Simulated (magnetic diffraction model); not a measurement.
# Which magnetic order? DyCuRh

Space group P-62m (no. 189), a = 6.8390 Å, c = 3.9200 Å.

| site | atom | x | y | z |
| --- | --- | --- | --- | --- |
| 3g | Dy | 0.4145 | 0 | 1/2 |
| 3f | Rh | 0.7608 | 0 | 0 |
| 1b | Cu | 0 | 0 | 1/2 |
| 2c | Cu | 2/3 | 1/3 | 0 |

The compound is invented for this exercise: a known structure type with other elements, its cell scaled to their sizes and not relaxed.

Only Dy is taken to order (form factors of Dy3+); orders and moment sizes are assumed, and not adapted to the symmetry. Radiation: neutrons of λ = 2.36 Å (absorption by Dy left out), 8° to 90°; isotropic B of 0.4 Å² (Dy), 0.69 Å² (Rh) and 0.81 Å² (Cu). The intensities are simulated: I ∝ L Σ (|F_N|² + |F_M⊥|²) for unpolarised neutrons, with F_M = 2.695 fm/μB × Σ f(s) S exp(2πi Q·r) exp(−B s²) at Q = H ± k (one set where k and −k are equivalent), only the part normal to Q counting and L = 1/(sin²θ cos θ). For collinear order S is the moment m, which repeats by lattice and centring translations R with the sign exp(−2πi k·R). Form factors are spin-only for 3d ions and dipole or tabulated for f ions, scattering lengths are Sears's of 1992, and absorption is left out. A label names one of the reflections at its angle. The strongest nuclear line in the range is 100, and lines under 0.2 are left out.

Above the ordering temperature:

```csv
2θ (°),index,I
22.98,(1 0 0),3.0
35.04,(0 0 1),9.5
40.37,(1 1 0),15.7
42.32,(1 0 1),0.8
46.96,(2 0 0),19.3
54.51,(1 1 1),96.7
59.92,(2 0 1),100.0
63.62,(2 1 0),44.0
73.41,(3 0 0),25.1
74.03,(0 0 2),34.6
74.75,(2 1 1),18.3
78.71,(1 0 2),0.7
84.01,(3 0 1),1.2
87.28,(2 2 0),9.4
87.88,(1 1 2),9.9
```

Below it (cell unchanged):

| 2θ (°) | I |
| --- | --- |
| 22.98 | 3.0 |
| 28.92 | 179.2 |
| 35.04 | 9.5 |
| 40.37 | 15.7 |
| 42.32 | 0.8 |
| 44.23 | 56.5 |
| 46.96 | 19.3 |
| 50.42 | 52.8 |
| 54.51 | 96.7 |
| 59.15 | 9.6 |
| 59.92 | 100.0 |
| 63.62 | 44.0 |
| 66.48 | 73.4 |
| 69.26 | 9.1 |
| 73.41 | 25.1 |
| 74.03 | 34.6 |
| 74.06 | 11.2 |
| 74.75 | 18.3 |
| 76.10 | 30.0 |
| 78.71 | 0.7 |
| 84.01 | 1.2 |
| 87.28 | 9.4 |
| 87.88 | 9.9 |
| 87.91 | 25.1 |
| 89.88 | 21.8 |

**Question.** Find the propagation vector, then choose among these models:
A. collinear moments along [100], 9.4 μB on Dy; signs + at (0.4145, 0, 1/2), − at (0.5855, 0.5855, 1/2), + at (0, 0.4145, 1/2)
B. collinear moments along [001], 9.4 μB on Dy; signs + at (0.4145, 0, 1/2), − at (0.5855, 0.5855, 1/2), − at (0, 0.4145, 1/2)
C. collinear moments along [100], 9.4 μB on Dy; signs + at (0.4145, 0, 1/2), − at (0.5855, 0.5855, 1/2), − at (0, 0.4145, 1/2)
D. collinear moments along [001], 9.4 μB on Dy; signs + at (0.4145, 0, 1/2), − at (0.5855, 0.5855, 1/2), + at (0, 0.4145, 1/2)

The new lines index as (1 0 1/2) at 28.92°, (1 1 1/2) at 44.23°, (2 0 1/2) at 50.42° and (1 0 3/2) at 59.15°, that is as H ± k with k = (0 0 1/2). Half indices mean that the moments reverse under translations with k·R a half-integer, and the magnetic cell has twice the primitive volume.

Magnetic intensity, observed (below minus above) and for each model:

| 2θ (°) | index | observed | A | B | C | D |
| --- | --- | --- | --- | --- | --- | --- |
| 17.31 | (0 0 1/2) | <0.2 | 35.4 | <0.2 | 35.4 | <0.2 |
| 28.92 | (1 0 1/2) | 179.2 | 171.1 | 179.2 | 233.6 | 179.2 |
| 44.23 | (1 1 1/2) | 56.5 | 46.9 | 56.5 | 23.1 | 56.5 |
| 50.42 | (2 0 1/2) | 52.8 | 40.5 | 52.8 | 20.7 | 52.8 |
| 59.15 | (1 0 3/2) | 9.6 | 53.2 | 9.6 | 56.6 | 9.6 |
| 66.48 | (2 1 1/2) | 73.4 | 32.2 | 73.4 | 63.6 | 73.4 |
| 76.10 | (3 0 1/2) | 30.0 | 19.8 | 30.0 | 11.1 | 30.0 |
| 89.88 | (2 2 1/2) | 21.8 | 15.9 | 21.8 | 4.0 | 21.8 |

Models B and D match alike on every line, so these data can't choose among them (such ties are often domains of one structure).

The absence at (0 0 1/2) is telling: Q lies along the moments there, so the part normal to Q vanishes.

The structure used: k = (0 0 1/2), collinear moments along [001], 9.4 μB on Dy; signs + at (0.4145, 0, 1/2), − at (0.5855, 0.5855, 1/2), + at (0, 0.4145, 1/2).

[Logs are printed without paths, hosts, clocks, repeated set-up lines and the standing remarks that a program may print on its own settings, such as how far it seeks lower states.]
